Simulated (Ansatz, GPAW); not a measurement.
# A 13-layer slab of Mo(100): work function by functional and basis, part 2 of 3

Aim: the work function of both faces of a 13-layer slab of Mo(100), and its spread over functionals and bases.

GPAW 26.7.0 and Ansatz 0.2.0; Ansatz plane waves; slab in vacuum with a dipole correction, relaxation; PAW set soft_1 (the session's first sound run).

So far, upper work function (eV): step 2 (relaxing the atoms) 3.87.

## 3. Plane waves, PBE

With the geometry fixed, the planar mean of the potential gives the vacuum level on each side.

This step: GPAW, PAW setups; slab in vacuum (GPAW 26.7.0).

The input, run.py:

```python
import json
import numpy as np
from ase import Atoms
from gpaw import GPAW, PW

slab = Atoms(
    ['Mo', 'Mo', 'Mo', 'Mo', 'Mo', 'Mo', 'Mo', 'Mo', 'Mo', 'Mo', 'Mo', 'Mo', 'Mo'],
    positions=[
        [0.00000, 0.00000, 7.00000],
        [1.57500, 1.57500, 8.57500],
        [0.00000, 0.00000, 10.15000],
        [1.57500, 1.57500, 11.72500],
        [0.00000, 0.00000, 13.30000],
        [1.57500, 1.57500, 14.87500],
        [0.00000, -0.00000, 16.46176],
        [1.57500, 1.57500, 18.05714],
        [0.00000, -0.00000, 19.62244],
        [1.57500, 1.57500, 21.22704],
        [0.00000, 0.00000, 22.78036],
        [1.57500, 1.57500, 24.42173],
        [-0.00000, 0.00000, 25.80714]],
    cell=[[3.15, 0.0, 0.0], [0.0, 3.15, 0.0], [0.0, 0.0, 32.9]],
    pbc=[True, True, False])

slab.calc = GPAW(mode=PW(400), xc='PBE', kpts={'size': (10, 10, 1), 'gamma': True},
                 occupations={'name': 'fermi-dirac', 'width': 0.1}, nbands='160%',
                 convergence={'density': 1e-05}, maxiter=200,
                 poissonsolver={'dipolelayer': 'xy'},
                 symmetry={'tolerance': 1e-3}, txt='slab.txt')
result = {}
energy = slab.get_potential_energy()
fermi = slab.calc.get_fermi_level()
v = slab.calc.get_electrostatic_potential().mean((0, 1)) - fermi
n = slab.calc.get_pseudo_density().mean((0, 1))
L = slab.cell[2, 2]
z = np.arange(len(v)) * L / len(v)
low, high = slab.positions[:, 2].min(), slab.positions[:, 2].max()
below, above = np.interp([low - 4.8, high + 4.8], z, v)
slopes = [np.interp(x, z, np.gradient(v, z)) for x in (low - 4.8, high + 4.8)]
eps = np.array([[slab.calc.get_eigenvalues(k, s) for k in range(len(slab.calc.get_ibz_k_points()))]
                for s in range(slab.calc.get_number_of_spins())]) - fermi
top, bottom = eps[eps < 0].max(), eps[eps > 0].min()
dipole = slab.get_dipole_moment()[2]
print(f'energy {energy:.4f} eV, Fermi level {fermi:.4f} eV, dipole {dipole:.5f} e A')
print(f'potential 4.8 A off the faces, from the Fermi level: lower {below:.4f} eV, upper {above:.4f} eV')
print(f'slope of the potential there: lower {slopes[0]:.5f}, upper {slopes[1]:.5f} eV/A')
print(f'nearest levels on the mesh: {top:.4f} and {bottom:.4f} eV')
print('magnetic moment', round(slab.get_magnetic_moment(), 3))
result.update(energy=energy, fermi=fermi, dipole=dipole, below=below, above=above, slopes=slopes, edges=[top, bottom],
              z=z.tolist(), v=v.tolist(), n=n.tolist(), positions=slab.positions.tolist(),
              forces=slab.get_forces(apply_constraint=False).tolist(), moments=slab.get_magnetic_moments().tolist())
json.dump(result, open('result.json', 'w'))
```

Command:

```sh
$ OMP_NUM_THREADS=1 OPENBLAS_NUM_THREADS=1 python run.py
```

The log of the run:

```text
energy -141.9436 eV, Fermi level 6.9671 eV, dipole 0.00367 e A
potential 4.8 A off the faces, from the Fermi level: lower 3.9309 eV, upper 3.8640 eV
slope of the potential there: lower -0.00258, upper 0.00236 eV/A
nearest levels on the mesh: -0.0034 and 0.0015 eV
magnetic moment 0.0
```

It took 40 min on 1 thread of Arm Neoverse V1, shared host; peak memory 0.56 GiB.

This step gave:

| Property | Result |
| --- | --- |
| dipole along the normal | 0.003670 e·Å |
| levels nearest the Fermi level on the mesh | -0.003408, 0.001520 eV from the Fermi level |
| upper work function | 3.864 eV |
| lower work function | 3.931 eV |

The electrostatic potential energy of an electron (without an applied field's), less the Fermi level, planar mean oscillates, so the rows of the table below give means over windows of 1.54 Å about each position, cut where the curve ends. Its maxima inside the range that stand out by 2 % of the span (Å: eV): 7.8: -7.38, 9.4: -7.89, 10.9: -7.87, 12.5: -7.89, 14.1: -7.87, 15.7: -7.82, 17.3: -7.55, 18.9: -8.24, 20.4: -7.55, 22.0: -8.08, 23.6: -6.95, 25.1: -10.7. Its minima: 7.0: -19.1, 8.5: -19.5, 10.2: -19.7, 11.7: -19.7, 13.3: -19.7, 14.9: -19.7, 16.4: -19.7, 18.1: -19.7, 19.6: -19.7, 21.2: -19.5, 22.8: -19.5, 24.5: -19.8, 25.8: -19.4.

Table of electrostatic potential energy of an electron (without an applied field's), less the Fermi level, planar mean by z; means over each step:

| z (Å) | electrostatic potential energy of an electron (without an applied field's), less the Fermi level, planar mean (eV) |
| --- | --- |
| 0.77 | 3.93 |
| 2.31 | 3.93 |
| 3.85 | 3.87 |
| 5.39 | 2.25 |
| 6.93 | -12.2 |
| 8.47 | -13.4 |
| 10.01 | -13.6 |
| 11.55 | -13.6 |
| 13.09 | -13.7 |
| 14.63 | -13.6 |
| 16.17 | -13.5 |
| 17.71 | -13.4 |
| 19.25 | -13.6 |
| 20.79 | -13.2 |
| 22.33 | -13.6 |
| 23.87 | -12.8 |
| 25.41 | -14.9 |
| 26.95 | -0.775 |
| 28.49 | 3.71 |
| 30.03 | 3.86 |
| 31.57 | 3.86 |

The pseudo valence density, planar mean oscillates, so the rows of the table below give means over windows of 1.64 Å about each position, cut where the curve ends. Its maxima inside the range that stand out by 2 % of the span (Å: e/Å³): 7.0: 1.44, 8.6: 1.43, 10.1: 1.43, 11.7: 1.47, 13.4: 1.44, 14.8: 1.43, 16.4: 1.46, 18.1: 1.45, 19.5: 1.41, 21.2: 1.45, 22.8: 1.45, 24.5: 1.47, 25.7: 1.40. Its minima: 7.8: 0.494, 9.5: 0.498, 10.9: 0.486, 12.5: 0.484, 14.2: 0.501, 15.6: 0.479, 17.3: 0.471, 18.9: 0.500, 20.4: 0.472, 22.0: 0.498, 23.6: 0.444, 25.1: 0.629.

The pseudo valence density, planar mean by z; means over each step:

| z (Å) | pseudo valence density, planar mean (e/Å³) |
| --- | --- |
| 2.46 | 8.4e-5 |
| 4.10 | 0.00285 |
| 5.74 | 0.140 |
| 7.38 | 0.877 |
| 9.02 | 0.896 |
| 10.66 | 0.903 |
| 12.30 | 0.908 |
| 13.94 | 0.911 |
| 15.58 | 0.904 |
| 17.22 | 0.898 |
| 18.86 | 0.921 |
| 20.50 | 0.891 |
| 22.14 | 0.925 |
| 23.78 | 0.868 |
| 25.42 | 0.990 |
| 27.06 | 0.148 |
| 28.70 | 0.00279 |
| 30.34 | 8.1e-5 |

Force by atom:

| atom | x (eV/Å) | y (eV/Å) | z (eV/Å) | size |
| --- | --- | --- | --- | --- |
| Mo1 | 0.00 | 0.00 | 1.35 | 1.35 |
| Mo2 | 0.00 | 0.00 | -1.32 | 1.32 |
| Mo3 | 0.00 | 0.00 | -0.14 | 0.14 |
| Mo4 | 0.00 | 0.00 | -0.03 | 0.03 |
| Mo5 | 0.00 | 0.00 | 0.07 | 0.07 |
| Mo6 | 0.00 | 0.00 | 0.09 | 0.09 |
| Mo7 | 0.00 | 0.00 | 0.00 | 0.00 |
| Mo8 | 0.00 | 0.00 | -0.01 | 0.01 |
| Mo9 | 0.00 | 0.00 | 0.00 | 0.00 |
| Mo10 | 0.00 | 0.00 | 0.00 | 0.00 |
| Mo11 | 0.00 | 0.00 | 0.01 | 0.01 |
| Mo12 | 0.00 | 0.00 | -0.03 | 0.03 |
| Mo13 | 0.00 | 0.00 | 0.02 | 0.02 |

The potential is flat to 0.003 eV/Å where it is read, so the vacuum is wide enough. The geometry is the other program's minimum; here the largest force on a free atom is 0.034 eV/Å.

## 4. Self-consistent run: xc = "revPBE"

The same geometry under revPBE, to see how far the functional moves the levels against the vacuum.

Edit run.py of step 3 so:

```diff
@@ -24,3 +24,3 @@
 
-slab.calc = GPAW(mode=PW(400), xc='PBE', kpts={'size': (10, 10, 1), 'gamma': True},
+slab.calc = GPAW(mode=PW(400), xc='revPBE', kpts={'size': (10, 10, 1), 'gamma': True},
                  occupations={'name': 'fermi-dirac', 'width': 0.1}, nbands='160%',
```

The log of the run:

```text
energy -136.2671 eV, Fermi level 7.0529 eV, dipole 0.00388 e A
potential 4.8 A off the faces, from the Fermi level: lower 3.7784 eV, upper 3.7076 eV
slope of the potential there: lower -0.00288, upper 0.00265 eV/A
nearest levels on the mesh: -0.0010 and 0.0024 eV
magnetic moment 0.0
```

Elapsed: 48 min, on 1 thread; peak memory 0.56 GiB.

This step gave:

| Item | Value |
| --- | --- |
| dipole along the normal | 0.003881 e·Å |
| levels nearest the Fermi level on the mesh | -9.83e-4, 0.002406 eV from the Fermi level |
| upper work function | 3.708 eV |
| lower work function | 3.778 eV |

The electrostatic potential energy of an electron (without an applied field's), less the Fermi level, planar mean oscillates, so the rows of the table below give means over windows of 1.54 Å about each position, cut where the curve ends. Its maxima inside the range that stand out by 2 % of the span (Å: eV): 7.8: -7.43, 9.4: -7.95, 10.9: -7.93, 12.5: -7.94, 14.1: -7.92, 15.7: -7.87, 17.3: -7.61, 18.9: -8.29, 20.4: -7.60, 22.0: -8.13, 23.6: -7.01, 25.1: -10.8. Its minima: 7.0: -19.1, 8.5: -19.6, 10.2: -19.8, 11.7: -19.7, 13.3: -19.8, 14.9: -19.7, 16.4: -19.8, 18.1: -19.7, 19.6: -19.8, 21.2: -19.6, 22.8: -19.6, 24.5: -19.8, 25.8: -19.4.

Table of electrostatic potential energy of an electron (without an applied field's), less the Fermi level, planar mean by z; means over each step:

| z (Å) | electrostatic potential energy of an electron (without an applied field's), less the Fermi level, planar mean (eV) |
| --- | --- |
| 0.77 | 3.78 |
| 2.31 | 3.78 |
| 3.85 | 3.72 |
| 5.39 | 2.13 |
| 6.93 | -12.2 |
| 8.47 | -13.5 |
| 10.01 | -13.7 |
| 11.55 | -13.6 |
| 13.09 | -13.7 |
| 14.63 | -13.7 |
| 16.17 | -13.6 |
| 17.71 | -13.5 |
| 19.25 | -13.7 |
| 20.79 | -13.2 |
| 22.33 | -13.7 |
| 23.87 | -12.8 |
| 25.41 | -15.0 |
| 26.95 | -0.871 |
| 28.49 | 3.55 |
| 30.03 | 3.70 |
| 31.57 | 3.71 |

The pseudo valence density, planar mean oscillates, so the rows of the table below give means over windows of 1.64 Å about each position, cut where the curve ends. Its maxima inside the range that stand out by 2 % of the span (Å: e/Å³): 7.0: 1.44, 8.6: 1.43, 10.1: 1.43, 11.7: 1.47, 13.4: 1.44, 14.8: 1.43, 16.4: 1.46, 18.1: 1.45, 19.5: 1.41, 21.2: 1.45, 22.8: 1.45, 24.5: 1.47, 25.7: 1.40. Its minima: 7.8: 0.494, 9.5: 0.498, 10.9: 0.486, 12.5: 0.484, 14.2: 0.501, 15.6: 0.478, 17.3: 0.470, 18.9: 0.500, 20.4: 0.471, 22.0: 0.497, 23.6: 0.444, 25.1: 0.629.

Table of pseudo valence density, planar mean by z; means over each step:

| z (Å) | pseudo valence density, planar mean (e/Å³) |
| --- | --- |
| 2.46 | 8.6e-5 |
| 4.10 | 0.00276 |
| 5.74 | 0.140 |
| 7.38 | 0.877 |
| 9.02 | 0.896 |
| 10.66 | 0.903 |
| 12.30 | 0.908 |
| 13.94 | 0.911 |
| 15.58 | 0.904 |
| 17.22 | 0.898 |
| 18.86 | 0.921 |
| 20.50 | 0.891 |
| 22.14 | 0.925 |
| 23.78 | 0.868 |
| 25.42 | 0.990 |
| 27.06 | 0.148 |
| 28.70 | 0.00270 |
| 30.34 | 8.2e-5 |

Force by atom:

| atom | x (eV/Å) | y (eV/Å) | z (eV/Å) | size |
| --- | --- | --- | --- | --- |
| Mo1 | 0.00 | 0.00 | 1.18 | 1.18 |
| Mo2 | 0.00 | 0.00 | -1.33 | 1.33 |
| Mo3 | 0.00 | 0.00 | -0.13 | 0.13 |
| Mo4 | 0.00 | 0.00 | -0.03 | 0.03 |
| Mo5 | 0.00 | 0.00 | 0.07 | 0.07 |
| Mo6 | 0.00 | 0.00 | 0.09 | 0.09 |
| Mo7 | 0.00 | 0.00 | 0.00 | 0.00 |
| Mo8 | 0.00 | 0.00 | -0.01 | 0.01 |
| Mo9 | 0.00 | 0.00 | 0.01 | 0.01 |
| Mo10 | 0.00 | 0.00 | 0.00 | 0.00 |
| Mo11 | 0.00 | 0.00 | 0.01 | 0.01 |
| Mo12 | 0.00 | 0.00 | -0.05 | 0.05 |
| Mo13 | 0.00 | 0.00 | 0.20 | 0.20 |

The upper face's work function is 3.708 eV, against 3.864 eV in the first plane-wave PBE run at this geometry.

## 5. Self-consistent run: xc = "vdW-DF2"

The same geometry under vdW-DF2, to see how far the functional moves the levels against the vacuum (the van der Waals functionals take revPBE setups).

Edit run.py of step 4 so:

```diff
@@ -24,3 +24,3 @@
 
-slab.calc = GPAW(mode=PW(400), xc='revPBE', kpts={'size': (10, 10, 1), 'gamma': True},
+slab.calc = GPAW(mode=PW(400), xc='vdW-DF2', kpts={'size': (10, 10, 1), 'gamma': True},
                  occupations={'name': 'fermi-dirac', 'width': 0.1}, nbands='160%',
```

The log of the run:

```text
energy -1203.1284 eV, Fermi level 6.9461 eV, dipole 0.00236 e A
potential 4.8 A off the faces, from the Fermi level: lower 4.3711 eV, upper 4.3279 eV
slope of the potential there: lower -0.00408, upper 0.00393 eV/A
nearest levels on the mesh: -0.0054 and 0.0058 eV
magnetic moment 0.0
```

Elapsed: 42 min, on 1 thread; peak memory 0.73 GiB.

This step gave:

| Item | Value |
| --- | --- |
| dipole along the normal | 0.002361 e·Å |
| levels nearest the Fermi level on the mesh | -0.005412, 0.005836 eV from the Fermi level |
| upper work function | 4.328 eV |
| lower work function | 4.371 eV |

The upper face's work function is 4.328 eV, against 3.864 eV in the first plane-wave PBE run at this geometry.

## 6. OptPBE vdW: xc = "optPBE-vdW"

The same geometry under optPBE-vdW, to see how far the functional moves the levels against the vacuum (the van der Waals functionals take revPBE setups).

Edit run.py of step 5 so:

```diff
@@ -24,3 +24,3 @@
 
-slab.calc = GPAW(mode=PW(400), xc='vdW-DF2', kpts={'size': (10, 10, 1), 'gamma': True},
+slab.calc = GPAW(mode=PW(400), xc='optPBE-vdW', kpts={'size': (10, 10, 1), 'gamma': True},
                  occupations={'name': 'fermi-dirac', 'width': 0.1}, nbands='160%',
```

The log of the run:

```text
energy -316.4388 eV, Fermi level 6.8758 eV, dipole 0.00281 e A
potential 4.8 A off the faces, from the Fermi level: lower 4.1646 eV, upper 4.1134 eV
slope of the potential there: lower -0.00449, upper 0.00424 eV/A
nearest levels on the mesh: -0.0075 and 0.0046 eV
magnetic moment 0.0
```

Run time: 34 min. Hardware: 1 thread; peak memory 0.73 GiB.

This step gave:

| Item | Value |
| --- | --- |
| dipole along the normal | 0.002810 e·Å |
| levels nearest the Fermi level on the mesh | -0.007530, 0.004633 eV from the Fermi level |
| upper work function | 4.113 eV |
| lower work function | 4.165 eV |

The upper face's work function is 4.113 eV, against 3.864 eV in the first plane-wave PBE run at this geometry.

## 7. Real-space grid: mode = "fd"

A real-space grid is a second complete basis, so it checks the plane-wave result.

Edit run.py of step 6 so:

```diff
@@ -3,3 +3,3 @@
 from ase import Atoms
-from gpaw import GPAW, PW
+from gpaw import GPAW
 
@@ -24,3 +24,3 @@
 
-slab.calc = GPAW(mode=PW(400), xc='optPBE-vdW', kpts={'size': (10, 10, 1), 'gamma': True},
+slab.calc = GPAW(mode='fd', h=0.18, xc='PBE', kpts={'size': (10, 10, 1), 'gamma': True},
                  occupations={'name': 'fermi-dirac', 'width': 0.1}, nbands='160%',
```

The log of the run:

```text
energy -142.4215 eV, Fermi level -3.8967 eV, dipole 0.00366 e A
potential 4.8 A off the faces, from the Fermi level: lower 3.9292 eV, upper 3.8625 eV
slope of the potential there: lower -0.00225, upper 0.00211 eV/A
nearest levels on the mesh: -0.0066 and 0.0020 eV
magnetic moment 0.0
```

Wall time 2.8 h (1 thread); peak memory 3.1 GiB.

This step gave:

| Item | Value |
| --- | --- |
| dipole along the normal | 0.003658 e·Å |
| levels nearest the Fermi level on the mesh | -0.006560, 0.001957 eV from the Fermi level |
| upper work function | 3.862 eV |
| lower work function | 3.929 eV |

The upper face's work function is 3.862 eV, against 3.864 eV in the first plane-wave PBE run at this geometry.

## 8. The ladder

Times are for 1 thread of Arm Neoverse V1, shared host. Results by setting:

| no. | run | upper work function (eV) | lower work function (eV) | time | memory (GiB) |
| --- | --- | --- | --- | --- | --- |
| 1 | pw | 3.864 | 3.931 | 40 min | 0.56 |
| 2 | revPBE | 3.708 | 3.778 | 48 min | 0.56 |
| 3 | vdW DF2 | 4.328 | 4.371 | 42 min | 0.73 |
| 4 | optPBE vdW | 4.113 | 4.165 | 34 min | 0.73 |
| 5 | fd | 3.862 | 3.929 | 2.8 h | 3.1 |

[end of part 2 of 3]

[Logs are printed without paths, hosts, clocks, repeated set-up lines and the standing remarks that a program may print on its own settings, such as how far it seeks lower states.]

[Hosts, paths, dates, database ids (printed as entryN), source tags and the programs' standing remarks are cut or masked in the printed files.]
